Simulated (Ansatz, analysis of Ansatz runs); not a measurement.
# MgAl2C2 (P-3m1), nudged elastic band: V_C hop (3.4 Å) (q = +4)

Wanted: path and barrier of a jump of C in MgAl2C2 (P-3m1) at charge +4. The case: V_C hop (3.4 Å), in a cell of 90 host atoms with 1 C taken out.

Program: Ansatz 0.2.0. Level of theory: plane-wave PAW DFT, PBEsol; nudged elastic band between two relaxed defect structures at fixed charge in a uniform background. Results are calculated unless marked as measured.

Most raw output is cut from this account.

### 1. The starting structure

The cell holds 89 atoms: 18 Mg, 36 Al and 35 C. Cell: a = 10.127 Å, b = 10.127 Å, c = 11.549 Å, α = 90.0°, β = 90.0°, γ = 120.0°. It derives from MgAl2C2 (space group P-3m1). Nearest the centre at fractional (0.556, 0.278, 0.365): Al33 at 1.08 Å, C35 at 1.69 Å, Mg75 at 1.84 Å, Al62 at 2.62 Å, Al72 at 2.62 Å, Al32 at 2.77 Å, Al42 at 2.77 Å, C34 at 2.83 Å. The cell carries charge +4.

The cell's shortest repeat is 10.1 Å.

### 2. Relaxation of the start point, charge +4

A barrier is counted from a minimum, so both ends are relaxed first. Small random displacements break the symmetry of the ideal sites, so that the defect can distort if it gains by it. The charge of +4 is set by the electron count, and a uniform background keeps the cell neutral.

Input file qp4.start/input.yaml:

```yaml
crystal:
  lattice:
    - [10.12681007, 0.0, 0.0]
    - [-5.06340503, 8.77007478, 0.0]
    - [0.0, 0.0, 11.54914866]
  atoms:
    - { symbol: Mg, position: [0.0, 0.0, 0.0] }
    - { symbol: Al, position: [0.22222222, 0.11111111, 0.17500094] }
    - { symbol: Al, position: [0.11111111, 0.22222222, 0.32499906] }
    - { symbol: C, position: [0.11111111, 0.22222222, 0.13465961] }
    - { symbol: C, position: [0.22222222, 0.11111111, 0.36534039] }
    - { symbol: Mg, position: [0.0, 0.0, 0.5] }
    - { symbol: Al, position: [0.22222222, 0.11111111, 0.67500094] }
    - { symbol: Al, position: [0.11111111, 0.22222222, 0.82499906] }
[... 77 atom lines left out ...]
    - { symbol: Al, position: [0.88888889, 0.77777778, 0.67500094] }
    - { symbol: Al, position: [0.77777778, 0.88888889, 0.82499906] }
    - { symbol: C, position: [0.77777778, 0.88888889, 0.63465961] }
    - { symbol: C, position: [0.88888889, 0.77777778, 0.86534039] }
total_charge: 4
basis:
  ecutwfc: 420
  xc_grid: 2
hamiltonian:
  xc: pbesol
kpoints:
  mp_grid: { grid: [1, 1, 1], shift: [0.25, 0.25, 0.25] }
scf:
  occupations: { method: fixed }
  max_iter: 100
output:
  forces: true
relax:
  f_tol: 0.02
  max_steps: 70
  random_displacement: { amplitude: 0.03, seed: 1650 }
```

On the command line:

```console
$ ansatz run input.yaml --threads 32 --pin off --max-ram 84787MiB --backend cuda --events-out ev --progress --plain --runs-dir out --max-vram 78GiB
```

Run time: 2.4 s. Hardware: 1 × NVIDIA GB200 with 32 threads of Arm Neoverse V2, shared host; peak memory 1.3 GiB.

Residual by cycle:

cycle, log10 residual and a bar from the least value:
```
        1        0.7 ##############################
       10       -0.5 #######
       19       -0.4 ########
       28       -0.6 #####
       37       -0.7 ##
       46       -0.7 ##
       55       -0.8 
       64       -0.8 
       73       -0.7 ##
       82       -0.4 #######
       91       -0.8 
      100       -0.8 #
```

The run stopped without converging, so none of its numbers is a property of the system.

After 100 cycles the residual stands at 0.16, against 0.29 at cycle 51 and a least value of 0.11. The cap of 100 cycles in the input ended the loop.

The program's message: “Error: did not converge after 100 iterations: dr2 = 1.64e-1 (threshold 1.00e-5), under the density mixer `msr1`, which `scf.mixing.algorithm: auto` chose by the deck's other keys (type `scf.mixing.alg …”

### 3. Relaxation of the start point, charge +4

A barrier is counted from a minimum, so both ends are relaxed first. Small random displacements break the symmetry of the ideal sites, so that the defect can distort if it gains by it. The charge of +4 is set by the electron count, and a uniform background keeps the cell neutral. A width of 0.01 eV lets levels that lie close at the Fermi energy share an electron.

Input file qp4.start_smeared/input.yaml:

```yaml
crystal:
  lattice:
    - [10.12681007, 0.0, 0.0]
    - [-5.06340503, 8.77007478, 0.0]
    - [0.0, 0.0, 11.54914866]
  atoms:
    - { symbol: Mg, position: [0.0, 0.0, 0.0] }
    - { symbol: Al, position: [0.22222222, 0.11111111, 0.17500094] }
[... 2 atom lines left out ...]
    - { symbol: C, position: [0.22222222, 0.11111111, 0.36534039] }
[... 26 atom lines left out ...]
    - { symbol: Al, position: [0.55555556, 0.11111111, 0.17500094] }
    - { symbol: Al, position: [0.44444444, 0.22222222, 0.32499906] }
    - { symbol: C, position: [0.44444444, 0.22222222, 0.13465961] }
    - { symbol: C, position: [0.55555556, 0.11111111, 0.36534039] }
    - { symbol: Mg, position: [0.33333333, 0.0, 0.5] }
[... 5 atom lines left out ...]
    - { symbol: Al, position: [0.55555556, 0.44444444, 0.17500094] }
[... 2 atom lines left out ...]
    - { symbol: Mg, position: [0.33333333, 0.33333333, 0.5] }
[... 16 atom lines left out ...]
    - { symbol: Al, position: [0.77777778, 0.22222222, 0.32499906] }
[... 9 atom lines left out ...]
    - { symbol: Al, position: [0.77777778, 0.55555556, 0.32499906] }
[... 1 atom line left out ...]
    - { symbol: C, position: [0.88888889, 0.44444444, 0.36534039] }
    - { symbol: Mg, position: [0.66666667, 0.33333333, 0.5] }
[... 13 atom lines left out ...]
    - { symbol: C, position: [0.88888889, 0.77777778, 0.86534039] }
total_charge: 4
basis:
  ecutwfc: 420
  xc_grid: 2
hamiltonian:
  xc: pbesol
kpoints:
  mp_grid: { grid: [1, 1, 1], shift: [0.25, 0.25, 0.25] }
scf:
  occupations: { method: fermi_dirac, width: 0.01 }
  max_iter: 100
output:
  forces: true
relax:
  f_tol: 0.02
  max_steps: 70
  random_displacement: { amplitude: 0.03, seed: 1650 }
```

It took 5.1 s on 1 × NVIDIA GB200 with 32 threads; peak memory 1.4 GiB; 22 s of CPU time.

Relaxation path:

| step | energy less that of the first step (eV) | largest force component (eV/Å) |
| --- | --- | --- |
| 1 | 0.0000 | 1.4852 |
| 2 | -1.0709 | 0.5632 |
| 3 | -1.3108 | 0.1263 |
| 4 | -1.2859 | 0.1281 |
| 5 | -1.3258 | 0.0448 |
| 6 | -1.3241 | 0.0557 |
| 7 | -1.3279 | 0.0049 |

Relaxation steps 4, 6 were tried and not accepted.

The atoms that moved most (Å, from the sites as typed, ahead of the random displacement, the mean shift of all atoms taken out):

| atom | dx | dy | dz | length |
| --- | --- | --- | --- | --- |
| Mg75 | 0.131 | -0.062 | 0.070 | 0.161 |
| Al42 | 0.002 | -0.001 | -0.160 | 0.160 |
| Mg45 | -0.119 | -0.062 | 0.077 | 0.155 |
| Mg85 | -0.011 | 0.133 | 0.075 | 0.153 |
| Mg70 | 0.049 | -0.015 | -0.041 | 0.066 |
| Mg41 | -0.044 | -0.016 | -0.039 | 0.061 |
| Mg80 | -0.007 | 0.041 | -0.040 | 0.058 |
| Al72 | 0.030 | 0.019 | -0.043 | 0.056 |

Neighbours of C35 at the end:

| atom | distance (Å) |
| --- | --- |
| Al33 | 1.993 |
| Al62 | 2.007 |
| Al52 | 2.036 |
| Al32 | 2.237 |
| Mg75 | 2.461 |
| Mg36 | 2.504 |
| Mg65 | 2.509 |
| C34 | 3.280 |
| C63 | 3.324 |
| C74 | 3.326 |
| C53 | 3.329 |

This step gave:

| Property | Result |
| --- | --- |
| free energy | -61976.7175 eV |
| smearing term TS | 0.01351 eV |
| r.m.s. move of the farther half of the atoms | 0.02098 Å |
| largest move from the ideal geometry of this structure, a common shift of the far atoms taken out | 0.1645 Å |

The relaxation gained 1.328 eV and ended with a largest force component of 0.0049 eV/Å.

### 4. Relaxation of the end point, charge +4

The end point is relaxed in the same cell and settings, so that the two energies compare. Atoms more than 3.2 Å from the middle of the hop start where the first relaxation left them, the nearer ones on or close to their ideal places, with small random displacements.

qp4.end/input.yaml, as its differences from qp4.start_smeared/input.yaml of step 3:

```diff
@@ -6,4 +6,4 @@
   atoms:
-    - { symbol: Mg, position: [0.0, 0.0, 0.0] }
-    - { symbol: Al, position: [0.22222222, 0.11111111, 0.17500094] }
+    - { symbol: Mg, position: [0.00029991, 0.0014818, -0.00175214] }
+    - { symbol: Al, position: [0.2202695, 0.11011118, 0.1734032] }
 [... 2 atom lines left out ...]
@@ -14,3 +14,3 @@
     - { symbol: C, position: [0.44444444, 0.22222222, 0.13465961] }
-    - { symbol: C, position: [0.55555556, 0.11111111, 0.36534039] }
+    - { symbol: C, position: [0.555556, 0.444444, 0.36496] }
     - { symbol: Mg, position: [0.33333333, 0.0, 0.5] }
@@ -28,3 +28,3 @@
 [... 13 atom lines left out ...]
-    - { symbol: C, position: [0.88888889, 0.77777778, 0.86534039] }
+    - { symbol: C, position: [0.88833157, 0.77733713, 0.86574749] }
 total_charge: 4
@@ -45,2 +45,2 @@
   max_steps: 70
-  random_displacement: { amplitude: 0.03, seed: 1650 }
+  random_displacement: { amplitude: 0.01, seed: 1650 }
```

It took 5 s on 1 × NVIDIA GB200 with 32 threads; peak memory 1.3 GiB; 21 s of CPU time.

The steps of the relaxation:

| step | energy less that of the first step (eV) | largest force component (eV/Å) |
| --- | --- | --- |
| 1 | 0.0000 | 1.8073 |
| 2 | -0.6740 | 0.4773 |
| 3 | -0.8086 | 0.2155 |
| 4 | -0.8304 | 0.1460 |
| 5 | -0.8384 | 0.1013 |
| 6 | -0.8487 | 0.0138 |
| 7 | -0.8487 | 0.0138 |

The atoms that moved most (Å, from the sites as typed, ahead of the random displacement):

| atom | dx | dy | dz | length |
| --- | --- | --- | --- | --- |
| Al32 | 0.002 | -0.002 | -0.165 | 0.165 |
| Mg36 | -0.119 | -0.064 | 0.077 | 0.156 |
| Mg75 | -0.012 | 0.133 | 0.074 | 0.153 |
| Mg65 | 0.116 | -0.075 | 0.048 | 0.147 |
| Mg85 | 0.023 | -0.117 | -0.051 | 0.130 |
| Mg70 | -0.057 | 0.060 | 0.001 | 0.083 |
| Al43 | 0.019 | -0.014 | 0.067 | 0.071 |
| Al52 | 0.006 | -0.018 | -0.063 | 0.066 |

Neighbours of C35 at the end:

| atom | distance (Å) |
| --- | --- |
| Al33 | 2.000 |
| Al72 | 2.005 |
| Al43 | 2.029 |
| Al42 | 2.231 |
| Mg75 | 2.457 |
| Mg85 | 2.521 |
| Mg45 | 2.523 |
| C34 | 3.285 |
| C44 | 3.318 |
| C73 | 3.320 |
| C74 | 3.337 |

This step gave:

| Item | Value |
| --- | --- |
| free energy | -61976.7173 eV |
| smearing term TS | 0.01373 eV |
| r.m.s. move of the farther half of the atoms | 0.02092 Å |
| largest move from the ideal geometry of this structure, a common shift of the far atoms taken out | 0.1670 Å |

The relaxation gained 0.849 eV and ended with a largest force component of 0.014 eV/Å. The end lies within 1 meV of the start.

### 5. Nudged elastic band, charge +4

5 movable images are laid between the ends on a pair-potential path, which keeps atoms from colliding in the first guess. Each image feels the true force across the path and a spring force along it. The highest image is set to climb to the top of the path.

This step: plane-wave PAW DFT, PBEsol; nudged elastic band between two relaxed defect structures at fixed charge in a uniform background.

Input file qp4.neb/input.yaml:

```yaml
crystal:
  lattice:
    - [10.12681007, 0.0, 0.0]
    - [-5.06340503, 8.77007478, 0.0]
    - [0.0, 0.0, 11.54914866]
  atoms:
    - { symbol: Mg, position: [0.0004526, 0.00164577, -0.00184369] }
    - { symbol: Al, position: [0.22042219, 0.11027514, 0.17331166] }
    - { symbol: Al, position: [0.11054361, 0.22118976, 0.32389518] }
    - { symbol: C, position: [0.11111651, 0.22127251, 0.13248955] }
    - { symbol: C, position: [0.2240735, 0.11302033, 0.36495818] }
    - { symbol: Mg, position: [0.00014996, 0.00147868, 0.50184945] }
    - { symbol: Al, position: [0.22211776, 0.10982816, 0.67586151] }
    - { symbol: Al, position: [0.11124912, 0.22236055, 0.82464708] }
    - { symbol: C, position: [0.11152526, 0.22181942, 0.63447469] }
    - { symbol: C, position: [0.22265108, 0.11174344, 0.86621086] }
    - { symbol: Mg, position: [0.00040225, 0.33315939, -0.00190439] }
    - { symbol: Al, position: [0.21991229, 0.4422319, 0.1736707] }
    - { symbol: Al, position: [0.11164429, 0.5563749, 0.32582287] }
    - { symbol: C, position: [0.11136678, 0.55488767, 0.13490961] }
    - { symbol: C, position: [0.22327031, 0.44308738, 0.36648717] }
    - { symbol: Mg, position: [0.001068, 0.33347388, 0.50162553] }
    - { symbol: Al, position: [0.22203128, 0.4454671, 0.67687964] }
    - { symbol: Al, position: [0.11121702, 0.55589647, 0.82552732] }
    - { symbol: C, position: [0.11121054, 0.55496965, 0.63437851] }
    - { symbol: C, position: [0.22239743, 0.4450624, 0.86615757] }
    - { symbol: Mg, position: [0.00058127, 0.66628243, -0.00101751] }
    - { symbol: Al, position: [0.22178994, 0.77746431, 0.17436665] }
    - { symbol: Al, position: [0.11133248, 0.88886351, 0.32707604] }
    - { symbol: C, position: [0.11145459, 0.88800801, 0.13419857] }
    - { symbol: C, position: [0.22227195, 0.77810217, 0.36723794] }
    - { symbol: Mg, position: [-0.00250167, 0.66456007, 0.50113257] }
    - { symbol: Al, position: [0.22151029, 0.77730657, 0.67371066] }
    - { symbol: Al, position: [0.11159977, 0.88871909, 0.82646182] }
    - { symbol: C, position: [0.11102149, 0.88840257, 0.63426094] }
    - { symbol: C, position: [0.22220483, 0.77803618, 0.86735018] }
    - { symbol: Mg, position: [0.3320533, -0.00202661, -0.00103992] }
    - { symbol: Al, position: [0.55745437, 0.11079746, 0.17283916] }
    - { symbol: Al, position: [0.44341712, 0.21908405, 0.32118498] }
    - { symbol: C, position: [0.44510919, 0.22209171, 0.13718031] }
    - { symbol: C, position: [0.55795372, 0.11438317, 0.36652471] }
    - { symbol: Mg, position: [0.33421299, 0.00185876, 0.50122344] }
    - { symbol: Al, position: [0.55399051, 0.1100214, 0.67572743] }
    - { symbol: Al, position: [0.44570475, 0.22409958, 0.82585701] }
    - { symbol: C, position: [0.44436442, 0.22183282, 0.63154209] }
    - { symbol: C, position: [0.5558539, 0.11177203, 0.86595585] }
    - { symbol: Mg, position: [0.32821549, 0.33148368, -0.00358318] }
    - { symbol: Al, position: [0.55579918, 0.44422319, 0.16097249] }
    - { symbol: Al, position: [0.44272203, 0.55652311, 0.32104431] }
    - { symbol: C, position: [0.44446153, 0.55461323, 0.13679469] }
    - { symbol: Mg, position: [0.3181912, 0.32618736, 0.50650062] }
    - { symbol: Al, position: [0.5552299, 0.44414803, 0.67201523] }
    - { symbol: Al, position: [0.44526746, 0.55473746, 0.82546669] }
    - { symbol: C, position: [0.44450807, 0.55497202, 0.63218133] }
    - { symbol: C, position: [0.5553693, 0.44489341, 0.86787498] }
    - { symbol: Mg, position: [0.33042317, 0.66532377, -0.00109532] }
    - { symbol: Al, position: [0.55704325, 0.7796307, 0.17275622] }
    - { symbol: Al, position: [0.44390554, 0.88823161, 0.32672418] }
    - { symbol: C, position: [0.44433648, 0.88824469, 0.13503283] }
    - { symbol: C, position: [0.5577157, 0.77660688, 0.36600519] }
    - { symbol: Mg, position: [0.33215354, 0.66349857, 0.50169408] }
    - { symbol: Al, position: [0.55356482, 0.77746432, 0.67563894] }
    - { symbol: Al, position: [0.44445233, 0.8887434, 0.82671772] }
    - { symbol: C, position: [0.44388561, 0.88835195, 0.63440954] }
    - { symbol: C, position: [0.5554922, 0.77767083, 0.86636947] }
    - { symbol: Mg, position: [0.66868811, 0.00172413, -0.0020614] }
    - { symbol: Al, position: [0.88905811, 0.11096823, 0.17197866] }
    - { symbol: Al, position: [0.7797222, 0.22167138, 0.32392552] }
    - { symbol: C, position: [0.77857893, 0.22152677, 0.13247889] }
    - { symbol: C, position: [0.88950988, 0.11119037, 0.36567683] }
    - { symbol: Mg, position: [0.66897704, 0.00164799, 0.50183706] }
    - { symbol: Al, position: [0.88886133, 0.11143097, 0.67482366] }
    - { symbol: Al, position: [0.77863092, 0.22255653, 0.82425203] }
    - { symbol: C, position: [0.77778544, 0.22196847, 0.63448308] }
    - { symbol: C, position: [0.88921585, 0.11182906, 0.86531073] }
    - { symbol: Mg, position: [0.67080939, 0.33153391, -0.00371948] }
    - { symbol: Al, position: [0.88934954, 0.44242373, 0.17411177] }
    - { symbol: Al, position: [0.78194149, 0.55763012, 0.32108774] }
    - { symbol: C, position: [0.77824537, 0.55518104, 0.13780626] }
    - { symbol: C, position: [0.88615761, 0.44303707, 0.36636469] }
    - { symbol: Mg, position: [0.67624763, 0.32624766, 0.50584132] }
    - { symbol: Al, position: [0.8899061, 0.44563045, 0.67623602] }
    - { symbol: Al, position: [0.7759675, 0.55457387, 0.82558452] }
    - { symbol: C, position: [0.77720173, 0.55476709, 0.63099123] }
    - { symbol: C, position: [0.88828512, 0.44527203, 0.86603137] }
    - { symbol: Mg, position: [0.66847728, 0.67127163, -0.00366248] }
    - { symbol: Al, position: [0.88969555, 0.77979362, 0.17334216] }
    - { symbol: Al, position: [0.77970975, 0.89027637, 0.32455295] }
    - { symbol: C, position: [0.77821689, 0.88871387, 0.13217313] }
    - { symbol: C, position: [0.88746944, 0.7770297, 0.36558115] }
    - { symbol: Mg, position: [0.6732587, 0.68173852, 0.5062539] }
    - { symbol: Al, position: [0.88944763, 0.77747863, 0.6753673] }
    - { symbol: Al, position: [0.7784879, 0.88965596, 0.8249369] }
    - { symbol: C, position: [0.77745512, 0.88861257, 0.6346918] }
    - { symbol: C, position: [0.88848425, 0.7775011, 0.86565595] }
total_charge: 4
basis:
  ecutwfc: 420
  xc_grid: 2
hamiltonian:
  xc: pbesol
kpoints:
  mp_grid: { grid: [1, 1, 1], shift: [0.25, 0.25, 0.25] }
scf:
  occupations: { method: fermi_dirac, width: 0.01 }
  max_iter: 100
output:
  forces: true
neb:
  images: 5
  f_tol: 0.04
  climbing: true
  initial_path: idpp
  max_iterations: 45
  order_check: false
  final_atoms:
    - { symbol: Mg, position: [6.65e-05, -0.00018145, -0.0018998] }
    - { symbol: Al, position: [0.21974016, 0.10918301, 0.17372831] }
[... 2 atom lines left out ...]
    - { symbol: C, position: [0.22309095, 0.10989483, 0.36641353] }
[... 26 atom lines left out ...]
    - { symbol: Al, position: [0.55552279, 0.11101543, 0.16056988] }
    - { symbol: Al, position: [0.44270456, 0.22323423, 0.32105544] }
    - { symbol: C, position: [0.44428681, 0.22154304, 0.13679406] }
    - { symbol: C, position: [0.55754225, 0.4434183, 0.36594469] }
    - { symbol: Mg, position: [0.31788761, -0.00708879, 0.50651977] }
[... 5 atom lines left out ...]
    - { symbol: Al, position: [0.55683737, 0.44655564, 0.17282768] }
[... 2 atom lines left out ...]
    - { symbol: Mg, position: [0.33203025, 0.33027171, 0.50164824] }
[... 16 atom lines left out ...]
    - { symbol: Al, position: [0.78135384, 0.22424734, 0.32105779] }
[... 9 atom lines left out ...]
    - { symbol: Al, position: [0.77951623, 0.55704695, 0.32444595] }
[... 1 atom line left out ...]
    - { symbol: C, position: [0.88720198, 0.44377241, 0.36551924] }
    - { symbol: Mg, position: [0.67304154, 0.34866935, 0.50625073] }
[... 13 atom lines left out ...]
    - { symbol: C, position: [0.88897605, 0.77863389, 0.8653062] }
```

It took 18 s on 1 × NVIDIA GB200 with 32 threads; peak memory 2 GiB; 92 s of CPU time.

Images along the path:

| image | path (Å) | energy (eV) | C35: x, y, z (Å) |
| --- | --- | --- | --- |
| 0 | 0.000 | 0.0000 | 5.071, 1.003, 4.233 |
| 1 | 0.788 | 0.9215 | 4.983, 1.403, 4.141 |
| 2 | 1.576 | 2.7004 | 4.868, 2.077, 4.059 |
| 3 | 2.364 | 3.3486 | 4.641, 2.733, 4.004 |
| 4 | 3.109 | 2.6576 | 4.156, 3.222, 4.067 |
| 5 | 3.853 | 0.7696 | 3.668, 3.627, 4.149 |
| 6 | 4.599 | 0.0002 | 3.401, 3.889, 4.226 |

Numbers from this step:

```yaml
free_energy: -61973.3689 eV
barrier_forward: 3.349 eV
barrier_backward: 3.348 eV
end_less_start: 1.76e-4 eV
hop_length: 3.334 Å
```

Track of the atom that was set to move:

| image | x (Å) | y (Å) | z (Å) | nearest neighbour | distance (Å) |
| --- | --- | --- | --- | --- | --- |
| 0 | 5.071 | 1.003 | 4.233 | Al | 1.993 |
| 1 | 4.983 | 1.403 | 4.141 | Al | 1.911 |
| 2 | 4.868 | 2.077 | 4.059 | Al | 1.847 |
| 3 | 4.641 | 2.733 | 4.004 | Al | 1.869 |
| 4 | 4.156 | 3.222 | 4.067 | Al | 1.854 |
| 5 | 3.668 | 3.627 | 4.149 | Al | 1.942 |
| 6 | 3.401 | 3.889 | 4.226 | Al | 2 |

The band met its tolerance of 0.04 eV/Å after 11 iterations, with image 3 on top (the start counts as 0). C35, which moves farthest between the ends, has 4 Al at 1.99 to 2.24 Å nearest at the start and 3 Al at 1.87 to 2.10 Å and 1 Mg at 2.10 Å at the top.

[end of part 1 of 2]

[Logs are printed without paths, hosts, clocks, repeated set-up lines and the standing remarks that a program may print on its own settings, such as how far it seeks lower states.]

[Hosts, paths, dates, database ids (printed as entryN), source tags and the programs' standing remarks are cut or masked in the printed files.]
